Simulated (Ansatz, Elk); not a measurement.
## How far do independent atoms describe Cr2Tc?

The structure of Cr2Tc used here is made up (a known structure type with other elements) and was relaxed beforehand with PBE. The aim is the Fourier transform of its all-electron density, F(hkl), set beside the sum over free spherical atoms that refinements use.

Method: DFT, PBE, all-electron APW+lo, Dirac cores, scalar-relativistic bands, static density, no spin, in Elk 11.2.3 (patched build).

This account leaves out most program logs.

The structure was built from a prototype and need not be the compound's stable phase.

**1. The structure**

The structure is orthorhombic, space group Fmmm (No. 69). Conventional cell: a = 2.947 Å, b = 4.219 Å, c = 12.249 Å, α = 90.00°, β = 90.00°, γ = 90.00°. Nearest to Tc lie 4 Tc at 2.57 Å and 4 Cr at 2.58 Å. Cr has 6 Cr at 2.40 to 2.57 Å and 2 Tc at 2.58 Å nearest. Farther neighbours are not listed.

**2. Ground state and structure factors**

An all-electron density is needed, since X-rays see the cores too. Task 0 finds the density and task 195 Fourier-transforms it; tshift is off so that phases refer to the origin typed.

elk.in reads:

```
tasks
  0
  195

xctype
  20

spinpol
  .false.

rgkmax
  7.0

gmaxvr
  14.0

lmaxo
  7

lmaxapw
  8

swidth
  0.002

tshift
  .false.

ramdisk
  .false.

hmaxvr
  5.5

maxscl
  120

epspot
  1e-06

sppath
  './'

avec
  0.00000000000 3.98675825700 11.57377960033
  2.78465925628 0.00000000000 11.57377960033
  2.78465925628 3.98675825700 0.00000000000

atoms
  2
  'Tc.in'
  1
  -0.0000000000 -0.0000000000 0.0000000000   0.000000 0.000000 0.000000
  'Cr.in'
  2
  0.6726460831 0.6726460831 0.3273539169   0.000000 0.000000 0.000000
  0.3273539169 0.3273539169 0.6726460831   0.000000 0.000000 0.000000

ngridk
  9 9 9
```

Started as:

```sh
$ OMP_NUM_THREADS=4 elk
```

Wall time 43 s (4 threads of Arm Neoverse V1, shared host); peak memory 0.16 GiB; 2.6 min of CPU time.

SFACRHO.OUT:

```text

h k l indices transformed by vhmat matrix:
   1.000000000       0.000000000       0.000000000    
   0.000000000       1.000000000       0.000000000    
   0.000000000       0.000000000       1.000000000    

      h      k      l  multipl.   |H|            Re(F)            Im(F)           |F|

      0      0      0      1   0.0000000       91.000000     -0.16516438E-16   91.000000    
     -1     -1      0      2  0.54288102       15.387756     -0.71325924E-14   15.387756    
      2      2      0      2   1.0857620       21.955597      0.10698889E-13   21.955597    
      0     -1      0      8   1.4026480       16.910329     -0.17831481E-14   16.910329    
      1      0      1      2   1.5760136       65.140649     -0.11569619E-13   65.140649    
      2      1      0      8   1.5990188       64.497590      -0.0000000       64.497590    
      3      3      0      2   1.6286431       63.337911     -0.27638795E-13   63.337911    
      0     -1      1      4   1.6668949       12.976455      -0.0000000       12.976455    
     -3     -2     -1      4   1.9138177       18.519693     -0.89157405E-14   18.519693    
     -2     -3      0      8   1.9328063       9.8383739     -0.17831481E-13   9.8383739    
     -4     -4      0      2   2.1715241       7.3949877     -0.35662962E-13   7.3949877    
      0      1      1      2   2.2563570       54.692384     -0.11666716E-13   54.692384    
     -2     -3      1      4   2.2663400       53.869501      -0.0000000       53.869501    
     -1      0      1      4   2.3207470       11.919801      0.89157405E-14   11.919801    
     -3     -4      0      8   2.3460731       20.026794     -0.53494443E-14   20.026794    
     -2     -3     -1      4   2.5040020       16.722871     -0.89157405E-14   16.722871    
      1      0      2      8   2.6334501       13.913424      0.71325924E-14   13.913424    
      3      4     -1      4   2.6831578       7.3386520      -0.0000000       7.3386520
```

Elk indexes on the primitive cell of elk.in and gives |H| = 4π sin θ/λ in inverse bohr. Below, one row stands for each form hkl of the conventional cell (m members, Friedel mates merged), F is for one primitive cell and the density is static (no thermal factor). Free-atom factors are Waasmaier and Kirfel's, and R is Σm||F|−|F'||/Σm|F|.

```
   hkl  m  sin θ/λ (Å⁻¹)  abs F, DFT  neutral atoms   diff.
   002  2          0.082      15.388         15.213  +0.175
   004  2          0.163      21.956         21.659  +0.297
   111  8          0.211      16.910         16.654  +0.256
   020  2          0.237      65.141         66.037  -0.896
   113  8          0.240      64.498         65.418  -0.921
   006  2          0.245      63.338         64.269  -0.931
   022  4          0.251      12.976         12.733  +0.244
   024  4          0.288      18.520         18.459  +0.061
   115  8          0.291       9.838          9.606  +0.233
   008  2          0.327       7.395          7.182  +0.213
   200  2          0.339      54.692         55.079  -0.386
   026  4          0.341      53.870         54.239  -0.369
   202  4          0.349      11.920         11.825  +0.095
   117  8          0.353      20.027         20.014  +0.013
   204  4          0.377      16.723         16.707  +0.016
   131  8          0.396      13.913         13.848  +0.066
   028  4          0.404       7.339          7.278  +0.061
0 0 10  2          0.408      21.450         21.404  +0.046
   133  8          0.412      48.732         48.531  +0.200
   220  4          0.414      48.756         48.574  +0.182
   206  4          0.418      47.862         47.620  +0.242
   119  8          0.422      46.863         46.644  +0.219
```

**3. The highest occupied states alone**

An energy window below the Fermi level keeps the highest occupied states, to see at which angles they scatter; shallow core shells can lie inside it and anion s states outside. No new self-consistency is needed.

Changes to elk.in since step 2:

```diff
@@ -1,3 +1,2 @@
 tasks
-  0
   195
@@ -40,2 +39,5 @@
 
+wsfac
+  -0.113200 0.738040
+
 sppath
```

Started as:

```sh
$ OMP_NUM_THREADS=4 elk
```

Wall time 4.7 s (4 threads); peak memory 0.17 GiB; 8.9 s of CPU time.

States within 15 eV below the Fermi level hold 19.00 electrons; any levels below the window count with the cores. Their amplitudes can exceed the total, where window and core parts have opposite phase:

```
hkl  sin θ/λ (Å⁻¹)  abs F, window  abs F, all
002          0.082          0.056      15.388
004          0.163          0.685      21.956
111          0.211          0.301      16.910
020          0.237          4.590      65.141
113          0.240          4.404      64.498
006          0.245          4.151      63.338
022          0.251          0.795      12.976
024          0.288          0.333      18.520
115          0.291          1.028       9.838
008          0.327          1.110       7.395
```

**4. Another functional**

The difference from free atoms is small, so it is set against the change that LDA (Perdew-Wang) makes.

Changes to elk.in since step 3:

```diff
@@ -1,2 +1,3 @@
 tasks
+  0
   195
@@ -4,3 +5,3 @@
 xctype
-  20
+  3
 
@@ -39,5 +40,2 @@
 
-wsfac
-  -0.113200 0.738040
-
 sppath
```

Started as:

```sh
$ OMP_NUM_THREADS=4 elk
```

Elapsed: 28 s, on 4 threads; peak memory 0.17 GiB.

Against the first run R = 0.04 %; the largest change is -0.026 at 200.

**5. Basis size**

A smaller basis shows how fast F responds to it; the change is likely larger than the basis error of the first run, but doesn't show convergence.

Changes to elk.in since step 4:

```diff
@@ -5,3 +5,3 @@
 xctype
-  3
+  20
 
@@ -11,3 +11,3 @@
 rgkmax
-  7.0
+  5.5
```

Started as:

```sh
$ OMP_NUM_THREADS=4 elk
```

Wall time 42 s (4 threads); peak memory 0.17 GiB; 2.5 min of CPU time.

Against the first run R = 0.05 %; the largest change is +0.091 at 026.

**6. Basis size**

The basis and the expansions that go with it are enlarged, to see whether the differences are converged.

Changes to elk.in since step 5:

```diff
@@ -11,12 +11,12 @@
 rgkmax
-  5.5
+  8.5
 
 gmaxvr
-  14.0
+  18.0
 
 lmaxo
-  7
+  9
 
 lmaxapw
-  8
+  10
```

Started as:

```sh
$ OMP_NUM_THREADS=4 elk
```

Wall time 93 s (4 threads); peak memory 0.24 GiB.

Against the first run R = 0.01 %; the largest change is -0.014 at 220.

**7. Settings against the effect**

```
                              run  R against the first run (%)  R against neutral atoms, low angle (%)  wall time
                    PBE, rgkmax 7                         0.00                                    1.44       43 s
                LDA (Perdew-Wang)                         0.04                                    1.44       28 s
                       rgkmax 5.5                         0.05                                    1.52       42 s
rgkmax 8.5 with larger expansions                         0.01                                    1.43       93 s
```

**8. Summary of results**

```json
{
 "R against neutral atoms, sin θ/λ < 0.3 Å⁻¹": "1.44 %",
 "R against neutral atoms, 0.3 to 0.83 Å⁻¹": "0.37 %"
}
```

Independent neutral atoms miss the calculated amplitudes by R = 1.44 % below 0.3 Å⁻¹ and 0.37 % from there to 0.83 Å⁻¹; by shells, 1.14 % below 0.15 Å⁻¹ (1 form), 1.45 % 0.15 to 0.3 (8 forms), 0.43 % 0.3 to 0.45 (16 forms), 0.35 % above 0.45 (97 forms). Bonding, aspherical density and the tables' own atoms all enter these figures, and the runs don't part them. The largest change of an amplitude is -0.93 electrons, at 006. The window's part falls from 19.0 electrons at the origin to at most 0.98 between 0.45 and 0.83 Å⁻¹, where compact states inside the window still scatter. Below 0.3 Å⁻¹ the changes that finished (LDA (Perdew-Wang), rgkmax 5.5 and rgkmax 8.5 with larger expansions) move F by R = 0.08 % at most, against the 1.44 % that separates it from free atoms. The k-mesh has no finished test. These runs have no spin, though d or f shells may be open. Part of the difference isn't bonding: the tables are fits to free atoms and ions calculated by other methods than this functional. Thermal motion, anomalous dispersion and extinction are left out.

[Logs are printed without paths, hosts, clocks, repeated set-up lines and the standing remarks that a program may print on its own settings, such as how far it seeks lower states.]

[Hosts, paths, dates, database ids (printed as entryN), source tags and the programs' standing remarks are cut or masked in the printed files.]
